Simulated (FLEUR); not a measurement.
**E(M) of MnSe**

Aim: the energy of MnSe as a function of its total spin moment.

Calculated with FLEUR MaX-R8.1; LDA (VWN); all-electron FLAPW, Dirac cores, scalar-relativistic bands.

The database entry behind the starting cell is an old determination (1938), so it need not match the best structure at ambient conditions.

## Step 1: Starting point

The structure is cubic, space group F-43m (No. 216). The conventional cell has a = 5.820 Å, b = 5.820 Å, c = 5.820 Å, α = 90.00°, β = 90.00°, γ = 90.00°. Nearest to Mn lie 4 Se at 2.52 Å. Nearest to Se lie 4 Mn at 2.52 Å. Farther neighbours and most contacts between anions are not listed.

Coordinates:

```cif
data_structure
_symmetry_space_group_name_H-M 'F-43m'
_symmetry_Int_Tables_number 216
_cell_length_a 5.8200
_cell_length_b 5.8200
_cell_length_c 5.8200
_cell_angle_alpha 90.000
_cell_angle_beta 90.000
_cell_angle_gamma 90.000
_cell_volume 197.14
loop_
_atom_site_label
_atom_site_type_symbol
_atom_site_symmetry_multiplicity
_atom_site_Wyckoff_symbol
_atom_site_fract_x
_atom_site_fract_y
_atom_site_fract_z
_atom_site_occupancy
Mn1 Mn 4 a 0.00000 0.00000 0.00000 1
Se1 Se 4 d 0.25000 0.25000 0.75000 1
```

## Step 2: The free run

The free run tells which range of moments is worth scanning.

inpgen writes inp.xml from crystal.txt; cutoffs, mixing, functional, smearing and local orbitals are then set in the file. The k list default-1 (kpts.xml, not shown) is a Γ-centred 6×6×6 mesh; where the ranks do not divide the number of points, some are split in two of half the weight.

Contents of inp.xml:

```
<?xml version="1.0" encoding="UTF-8" standalone="no"?>
<fleurInput fleurInputVersion="0.39">
   <comment>
      MnSe
   </comment>
   <calculationSetup>
      <cutoffs Kmax="3.6" Gmax="10.8" GmaxXC="10.8" numbands="0"/>
      <scfLoop itmax="130" minDistance="0.00002" maxIterBroyd="15" imix="Anderson" alpha="0.05" precondParam="0.0" spinf="2.0" sdNocoIR="T"/>
      <coreElectrons ctail="T" frcor="F" kcrel="0" coretail_lmax="0"/>
      <xcFunctional name="vwn" relativisticCorrections="F"/>
      <magnetism jspins="2"/>
      <soc l_soc="F" theta="0.0" phi="0.0" spav="F"/>
      <expertModes spex="0" secvar="F"/>
      <geometryOptimization l_f="F" forcealpha="1.0" forcemix="BFGS" epsdisp="0.00001" epsforce="0.00001"/>
      <ldaU l_linMix="F" mixParam="0.05" spinf="1.0"/>
   </calculationSetup>
   <cell>
      <bzIntegration valenceElectrons="31.0" mode="hist" fermiSmearingEnergy="0.00110248">
         <kPointListSelection listName="default-1"/>
         <xi:include xmlns:xi="http://www.w3.org/2001/XInclude" href="kpts.xml"> </xi:include>
      </bzIntegration>
      <xi:include xmlns:xi="http://www.w3.org/2001/XInclude" href="sym.xml"> </xi:include>
      <bulkLattice scale="1.0">
         <bravaisMatrix>
            <row-1>    0.0000000000000000     5.4991030225859996     5.4991030225859996</row-1>
            <row-2>    5.4991030225859996     0.0000000000000000     5.4991030225859996</row-2>
            <row-3>    5.4991030225859996     5.4991030225859996     0.0000000000000000</row-3>
         </bravaisMatrix>
      </bulkLattice>
   </cell>
   <atomSpecies>
      <species name="Manganese 4.500" element="Mn" atomicNumber="25">
         <mtSphere radius="2.32" gridPoints="767" logIncrement="0.016"/>
         <atomicCutoffs lmax="8" lnonsphr="6"/>
         <electronConfig flipSpins="F">
            <coreConfig>(1s1/2) (2s1/2) (2p1/2) (2p3/2)</coreConfig>
            <valenceConfig>(3s1/2) (3p1/2) (3p3/2) (4s1/2) (3d3/2) (3d5/2)</valenceConfig>
            <stateOccupation state="(3d3/2)" spinUp="1.75" spinDown="0.25"/>
            <stateOccupation state="(3d5/2)" spinUp="3.0" spinDown="0.0"/>
         </electronConfig>
         <energyParameters s="4" p="4" d="3" f="4"/>
         <lo type="SCLO" l="0" n="3" eDeriv="0"/>
         <lo type="SCLO" l="1" n="3" eDeriv="0"/>
      </species>
      <species name="Selenium (Se)" element="Se" atomicNumber="34">
         <mtSphere radius="2.32" gridPoints="767" logIncrement="0.016"/>
         <atomicCutoffs lmax="8" lnonsphr="6"/>
         <electronConfig flipSpins="F">
            <coreConfig>(1s1/2) (2s1/2) (2p1/2) (2p3/2) (3s1/2) (3p1/2) (3p3/2)</coreConfig>
            <valenceConfig>(4s1/2) (3d3/2) (3d5/2) (4p1/2) (4p3/2)</valenceConfig>
            <stateOccupation state="(4p1/2)" spinUp="0.666667" spinDown="0.666667"/>
            <stateOccupation state="(4p3/2)" spinUp="1.333333" spinDown="1.333333"/>
         </electronConfig>
         <energyParameters s="4" p="4" d="3" f="4"/>
      </species>
   </atomSpecies>
   <atomGroups>
      <atomGroup species="Manganese 4.500">
         <relPos label="                   1">.0000000000 .0000000000 .0000000000</relPos>
         <force calculate="T" relaxXYZ="TTT"/>
      </atomGroup>
      <atomGroup species="Selenium (Se)">
         <relPos label="                   2">1.000/4.000 1.000/4.000 1.000/4.000</relPos>
         <force calculate="T" relaxXYZ="TTT"/>
      </atomGroup>
   </atomGroups>
   <output dos="F" band="F" slice="F">
      <bandDOS minEnergy="-.5*Htr" maxEnergy="0.5*Htr" sigma="0.015" storeEVData="T"/>
      <plotting iplot="0" polar="F">
         <plot TwoD="T" vec1="  1.0  0.0  0.0" vec2="  0.0  1.0  0.0" vec3="  0.0  0.0  1.0" zero="  0.0  0.0  0.0" file="plot"/>
      </plotting>
      <moessbauerParams electricFieldGradient="F" isomerShift="F" coreHyperfine="F" valenceHyperfine="F"/>
   </output>
</fleurInput>
```

Contents of crystal.txt:

```
MnSe
&input film=F cartesian=F /
0.00000000000  2.91000000000  2.91000000000
2.91000000000  0.00000000000  2.91000000000
2.91000000000  2.91000000000  0.00000000000
1.8897261246
1.0 1.0 1.0

2
25 0.00000000000  0.00000000000  0.00000000000 : 4.500
34 0.25000000000  0.25000000000  0.25000000000

&kpt div1=6 div2=6 div3=6 gamma=T /
```

Command:

```
OMP_NUM_THREADS=1 inpgen -f crystal.txt > inpgen.log  # inp.xml is then edited as shown
OMP_NUM_THREADS=1 mpirun -n 4 fleur_MPI > fleur.log
```

Output:

```text
Welcome to FLEUR        (www.flapw.de)
      MaX-Release 8.1          (www.max-centre.eu)

 ========== k-point set info ==========
 Selected k-point list: default-1
 k-point list type: mesh
 6 x 6 x 6
 Number of k points: 16

 ------------Calculation Setup---------------------------
 Number of MPI-tasks      :            4
 Number of PE/node        :            4
 Number of OMP-threads    :            1
 k-points in parallel     :            4
 pe's per k-point         :            1
 No of k-point loops      :            4
 Eigenvalue solver        :       lapack
 Number of basis functions:          286
 Approximate size of matrices (H+S) per k-point:         0.002 GB
 --------------------------------------------------------
 Iteration:     1   Distance:       4.99274602 me/bohr^3
 Iteration:     2   Distance:       4.65292035 me/bohr^3
 Iteration:     3   Distance:       1.94827971 me/bohr^3
 Iteration:     4   Distance:       1.87097285 me/bohr^3
 Iteration:     5   Distance:       0.81828352 me/bohr^3
 Iteration:     6   Distance:       0.41650252 me/bohr^3
 Iteration:     7   Distance:       0.30437694 me/bohr^3
 Iteration:     8   Distance:       0.09258951 me/bohr^3
 Iteration:     9   Distance:       0.10931447 me/bohr^3
 Iteration:    10   Distance:       0.03023075 me/bohr^3
 Iteration:    11   Distance:       0.01271242 me/bohr^3
 Iteration:    12   Distance:       0.01139805 me/bohr^3
 Iteration:    13   Distance:       0.00384343 me/bohr^3
 Iteration:    14   Distance:       0.00281518 me/bohr^3
 Iteration:    15   Distance:       0.00055445 me/bohr^3
 Iteration:    16   Distance:       0.00052594 me/bohr^3
 Iteration:    17   Distance:       0.00022197 me/bohr^3
 Iteration:    18   Distance:       0.00004827 me/bohr^3
 Iteration:    19   Distance:       0.00001482 me/bohr^3

 ********************************************************************
 Run finished successfully
 Stop message:
   all done
 ********************************************************************

--- out.xml (last complete iteration) ---
<iteration numberForCurrentRun="   19" overallNumber="   19">
         <energyParameters units="Htr">
            <atomicEP atomType="1" spin="1" branch="4s" branchLowest="-2.80" branchHighest="1.69" value="0.0003624760"/>
            <atomicEP atomType="1" spin="1" branch="4p" branchLowest="-1.65" branchHighest="2.23" value="0.1325434271"/>
            <atomicEP atomType="1" spin="1" branch="3d" branchLowest="-9.99" branchHighest="0.19" value="0.0464273742"/>
            <atomicEP atomType="1" spin="1" branch="4f" branchLowest="-9.99" branchHighest="3.14" value="0.4433774764"/>
            <loAtomicEP atomType="1" spin="1" branch="3s" branchLowest="-26.89" branchHighest="-2.80" value="-2.8144452393"/>
            <loAtomicEP atomType="1" spin="1" branch="3p" branchLowest="-22.75" branchHighest="-1.65" value="-1.6797938680"/>
            <atomicEP atomType="2" spin="1" branch="4s" branchLowest="-7.45" branchHighest="0.22" value="-0.3372214184"/>
            <atomicEP atomType="2" spin="1" branch="4p" branchLowest="-5.24" branchHighest="0.90" value="-0.0001174405"/>
            <atomicEP atomType="2" spin="1" branch="3d" branchLowest="-9.99" branchHighest="-1.59" value="-1.5815664719"/>
            <atomicEP atomType="2" spin="1" branch="4f" branchLowest="-9.99" branchHighest="3.01" value="0.4302904339"/>
            <atomicEP atomType="1" spin="2" branch="4s" branchLowest="-2.64" branchHighest="1.81" value="0.0605823030"/>
            <atomicEP atomType="1" spin="2" branch="4p" branchLowest="-1.49" branchHighest="2.36" value="0.1881003895"/>
            <atomicEP atomType="1" spin="2" branch="3d" branchLowest="-9.99" branchHighest="0.35" value="0.1761423484"/>
            <atomicEP atomType="1" spin="2" branch="4f" branchLowest="-9.99" branchHighest="3.26" value="0.4949534821"/>
            <loAtomicEP atomType="1" spin="2" branch="3s" branchLowest="-26.82" branchHighest="-2.64" value="-2.6504984229"/>
            <loAtomicEP atomType="1" spin="2" branch="3p" branchLowest="-22.69" branchHighest="-1.49" value="-1.5198998890"/>
            <atomicEP atomType="2" spin="2" branch="4s" branchLowest="-7.44" branchHighest="0.22" value="-0.3323155166"/>
            <atomicEP atomType="2" spin="2" branch="4p" branchLowest="-5.24" branchHighest="0.90" value="0.0054788185"/>
            <atomicEP atomType="2" spin="2" branch="3d" branchLowest="-9.99" branchHighest="-1.59" value="-1.5807763891"/>
            <atomicEP atomType="2" spin="2" branch="4f" branchLowest="-9.99" branchHighest="3.01" value="0.4364576122"/>
         </energyParameters>
         <bandgap value="0.0000000000" units="eV"/>
         <sumValenceSingleParticleEnergies value="-31.0948740307" units="Htr"/>
         <FermiEnergy value="0.1734144235" units="Htr"/>
         <valenceDensity>
            <mtCharges spin="1">
               <mtCharge atomType="1" total="8.8886095" s="1.1578793" p="3.1411604" d="4.5798833" f="0.0077874"/>
               <mtCharge atomType="2" total="7.2393011" s="0.7786118" p="1.4438993" d="5.0063722" f="0.0077436"/>
            </mtCharges>
            <mtCharges spin="2">
               <mtCharge atomType="1" total="4.5664640" s="1.1081493" p="3.0808593" d="0.3687252" f="0.0069263"/>
               <mtCharge atomType="2" total="7.1290325" s="0.7692619" p="1.3606291" d="4.9977065" f="0.0007702"/>
            </mtCharges>
            <spinDependentCharge spin="1" total="17.9462917" interstitial="1.8183812" mtSpheres="16.1279106"/>
            <spinDependentCharge spin="2" total="13.0537083" interstitial="1.3582117" mtSpheres="11.6954966"/>
            <totalCharge value="31.0000000000"/>
         </valenceDensity>
         <coreStates atomType="     1" atomicNumber=" 25" spin="1" kinEnergy="    525.0358677136" eigValSum="   -330.4203095757" lostElectrons=" 0.000000">
            <state n="1" l="0" j="0.5" energy="-235.2786191327" weight="1.0000000000"/>
            <state n="2" l="0" j="0.5" energy="-26.8891453042" weight="1.0000000000"/>
            <state n="2" l="1" j="0.5" energy="-23.0053171163" weight="1.0000000000"/>
            <state n="2" l="1" j="1.5" energy="-22.6236140113" weight="2.0000000000"/>
         </coreStates>
         <coreStates atomType="     1" atomicNumber=" 25" spin="2" kinEnergy="    525.7334530039" eigValSum="   -330.1742463698" lostElectrons=" 0.000000">
            <state n="1" l="0" j="0.5" energy="-235.2778107772" weight="1.0000000000"/>
            <state n="2" l="0" j="0.5" energy="-26.8154520942" weight="1.0000000000"/>
            <state n="2" l="1" j="0.5" energy="-22.9490563818" weight="1.0000000000"/>
            <state n="2" l="1" j="1.5" energy="-22.5659635583" weight="2.0000000000"/>
         </coreStates>
         <coreStates atomType="     2" atomicNumber=" 34" spin="1" kinEnergy="   1137.6593133497" eigValSum="   -694.6449522732" lostElectrons=" 0.000051">
            <state n="1" l="0" j="0.5" energy="-458.2473324626" weight="1.0000000000"/>
            <state n="2" l="0" j="0.5" energy="-58.5800911008" weight="1.0000000000"/>
            <state n="2" l="1" j="0.5" energy="-52.5673582396" weight="1.0000000000"/>
            <state n="2" l="1" j="1.5" energy="-51.0357836055" weight="2.0000000000"/>
            <state n="3" l="0" j="0.5" energy="-7.4451057261" weight="1.0000000000"/>
            <state n="3" l="1" j="0.5" energy="-5.3886713065" weight="1.0000000000"/>
            <state n="3" l="1" j="1.5" energy="-5.1724131133" weight="2.0000000000"/>
         </coreStates>
         <coreStates atomType="     2" atomicNumber=" 34" spin="2" kinEnergy="   1137.6641759897" eigValSum="   -694.6411044142" lostElectrons=" 0.000051">
            <state n="1" l="0" j="0.5" energy="-458.2469606040" weight="1.0000000000"/>
            <state n="2" l="0" j="0.5" energy="-58.5798381315" weight="1.0000000000"/>
            <state n="2" l="1" j="0.5" energy="-52.5670207811" weight="1.0000000000"/>
            <state n="2" l="1" j="1.5" energy="-51.0354512808" weight="2.0000000000"/>
            <state n="3" l="0" j="0.5" energy="-7.4446017663" weight="1.0000000000"/>
            <state n="3" l="1" j="0.5" energy="-5.3881069643" weight="1.0000000000"/>
            <state n="3" l="1" j="1.5" energy="-5.1718368028" weight="2.0000000000"/>
         </coreStates>
         <allElectronCharges>
            <spinDependentCharge spin="1" total="31.9462917" interstitial="1.8184309" mtSpheres="30.1278608"/>
            <spinDependentCharge spin="2" total="27.0537083" interstitial="1.3582612" mtSpheres="25.6954471"/>
            <totalCharge value="58.9999999939"/>
         </allElectronCharges>
         <magneticMomentsInMTSpheres units="muBohr">
            <globalMagMoment atomType="1" vec="0.00000   0.00000   4.32215"/>
            <localMagMoment atomType="1" vec="0.00000   0.00000   4.32215"/>
            <globalMagMoment atomType="2" vec="0.00000   0.00000   0.11027"/>
            <localMagMoment atomType="2" vec="0.00000   0.00000   0.11027"/>
         </magneticMomentsInMTSpheres>
         <moessbauerParams unitsHFF="kG" unitsIS="e/bohr^3" unitsEFG="Htr/bohr^2">
         </moessbauerParams>
         <totalEnergy value="    -3583.6324666510" units="Htr">
            <sumOfEigenvalues value="    -2080.9754866637">
               <coreElectrons value="-2049.8806126330"/>
               <valenceElectrons value="-31.0948740307"/>
            </sumOfEigenvalues>
            <densityCoulombPotentialIntegral value="-5556.9169545507"/>
            <densityEffectivePotentialIntegral value="-5735.7837891501"/>
            <chargeDenXCDenIntegral value="-135.0633270390"/>
            <FockExchangeEnergyValence value="0.0000000000"/>
            <FockExchangeEnergyCore value="0.0000000000"/>
            <atomTypeDependentContributions atomType="1">
               <electronNucleiInteractionDifferentMTs value="1377.4900720274"/>
               <MadelungTerm value="-9.6418351828"/>
            </atomTypeDependentContributions>
            <atomTypeDependentContributions atomType="2">
               <electronNucleiInteractionDifferentMTs value="2923.6365980841"/>
               <MadelungTerm value="-14.1504595287"/>
            </atomTypeDependentContributions>
            <tkbTimesEntropy value="0.0001477141"/>
            <freeEnergy value="-3583.6326143651"/>
            <extrapolationTo0K value="-3583.6325405081"/>
         </totalEnergy>
         <densityConvergence units="me/bohr^3">
            <chargeDensity spin="1" distance="0.0000071525"/>
            <chargeDensity spin="2" distance="0.0000085218"/>
            <overallChargeDensity distance="0.0000148176"/>
            <spinDensity distance="0.0000052915"/>
         </densityConvergence>
      </iteration>
```

Wall time 12 s (4 MPI ranks of Arm Neoverse V1, shared host); peak memory 0.19 GiB; 46 s of CPU time.

Numbers from this step:

- free energy: -97515.6112 eV
- program's band gap on this mesh (in a metal only a level spacing): 0 eV
- magnetization: 4.893 μB
- final state: ferromagnetic
- largest moment: 4.322 μB

After 19 cycles the largest moment stands at 4.32 μB.

## Step 3: No spin polarisation

Edit inp.xml of step 2 so:

```diff
@@ -10,3 +10,3 @@
       <xcFunctional name="vwn" relativisticCorrections="F"/>
-      <magnetism jspins="2"/>
+      <magnetism jspins="1"/>
       <soc l_soc="F" theta="0.0" phi="0.0" spav="F"/>
@@ -31,3 +31,3 @@
    <atomSpecies>
-      <species name="Manganese 4.500" element="Mn" atomicNumber="25">
+      <species name="Manganese (Mn)" element="Mn" atomicNumber="25">
          <mtSphere radius="2.32" gridPoints="767" logIncrement="0.016"/>
@@ -37,4 +37,4 @@
             <valenceConfig>(3s1/2) (3p1/2) (3p3/2) (4s1/2) (3d3/2) (3d5/2)</valenceConfig>
-            <stateOccupation state="(3d3/2)" spinUp="1.75" spinDown="0.25"/>
-            <stateOccupation state="(3d5/2)" spinUp="3.0" spinDown="0.0"/>
+            <stateOccupation state="(3d3/2)" spinUp="1.000000" spinDown="1.000000"/>
+            <stateOccupation state="(3d5/2)" spinUp="1.500000" spinDown="1.500000"/>
          </electronConfig>
@@ -57,3 +57,3 @@
    <atomGroups>
-      <atomGroup species="Manganese 4.500">
+      <atomGroup species="Manganese (Mn)">
          <relPos label="                   1">.0000000000 .0000000000 .0000000000</relPos>
```

Edit crystal.txt of step 2 so:

```diff
@@ -9,3 +9,3 @@
 2
-25 0.00000000000  0.00000000000  0.00000000000 : 4.500
+25 0.00000000000  0.00000000000  0.00000000000
 34 0.25000000000  0.25000000000  0.25000000000
```

Output:

```text
[banner, memory and clock lines left out]
Welcome to FLEUR        (www.flapw.de)
      MaX-Release 8.1          (www.max-centre.eu)

 ========== k-point set info ==========
 Selected k-point list: default-1
 k-point list type: mesh
 6 x 6 x 6
 Number of k points: 16

 [... set-up left out ...]
 Iteration:     1   Distance:      18.39229282 me/bohr^3
 Iteration:     2   Distance:      14.34807330 me/bohr^3
 Iteration:     3   Distance:      11.44142775 me/bohr^3
 Iteration:     4   Distance:       7.89288020 me/bohr^3
 Iteration:     5   Distance:       1.68087777 me/bohr^3
 Iteration:     6   Distance:       2.08504164 me/bohr^3
 Iteration:     7   Distance:       0.12423839 me/bohr^3
 Iteration:     8   Distance:       0.28506619 me/bohr^3
[... lines left out ...]
 Iteration:    13   Distance:       0.00525579 me/bohr^3
 Iteration:    14   Distance:       0.00079660 me/bohr^3
 Iteration:    15   Distance:       0.00012463 me/bohr^3
 Iteration:    16   Distance:       0.00010628 me/bohr^3
 Iteration:    17   Distance:       0.00007329 me/bohr^3
 Iteration:    18   Distance:       0.00000372 me/bohr^3

 ********************************************************************
 Run finished successfully
 Stop message:
   all done
 ********************************************************************

--- out.xml (last complete iteration) ---
<iteration numberForCurrentRun="   18" overallNumber="   18">
         [... left out ...]
         <bandgap value="0.0487983623" units="eV"/>
         <sumValenceSingleParticleEnergies value="-31.1662920423" units="Htr"/>
         <FermiEnergy value="0.1511011956" units="Htr"/>
         [... left out ...]
         <totalEnergy value="    -3583.5705704730" units="Htr">
            <sumOfEigenvalues value="    -2081.7000206345">
               <coreElectrons value="-2050.5337285922"/>
               <valenceElectrons value="-31.1662920423"/>
            </sumOfEigenvalues>
         [... left out ...]
            <freeEnergy value="-3583.5710890585"/>
            <extrapolationTo0K value="-3583.5708297658"/>
         </totalEnergy>
         <densityConvergence units="me/bohr^3">
            <chargeDensity spin="1" distance="0.0000037242"/>
         </densityConvergence>
      </iteration>
```

Run time: 6.3 s. Hardware: 4 MPI ranks; peak memory 0.16 GiB.

Read from the output:

| Property | Result |
| --- | --- |
| free energy | -97513.9370 eV |
| program's band gap on this mesh (in a metal only a level spacing) | 0.04880 eV |
| final state | non-magnetic (no spin polarisation) |

Its energy lies +1674.2 meV a cell from the free run's.

[end of part 1 of 2]

[Logs and program files are shortened in this print: banners, set-up blocks, solver, clock and traceback lines can be left out without a mark of their own.]

[Logs are printed without paths, hosts, clocks, repeated set-up lines and the standing remarks that a program may print on its own settings, such as how far it seeks lower states.]

[Hosts, paths, dates, database ids (printed as entryN), source tags and the programs' standing remarks are cut or masked in the printed files.]

[Where a cell is said to come from a database of computed structures, the database is the Materials Project.]
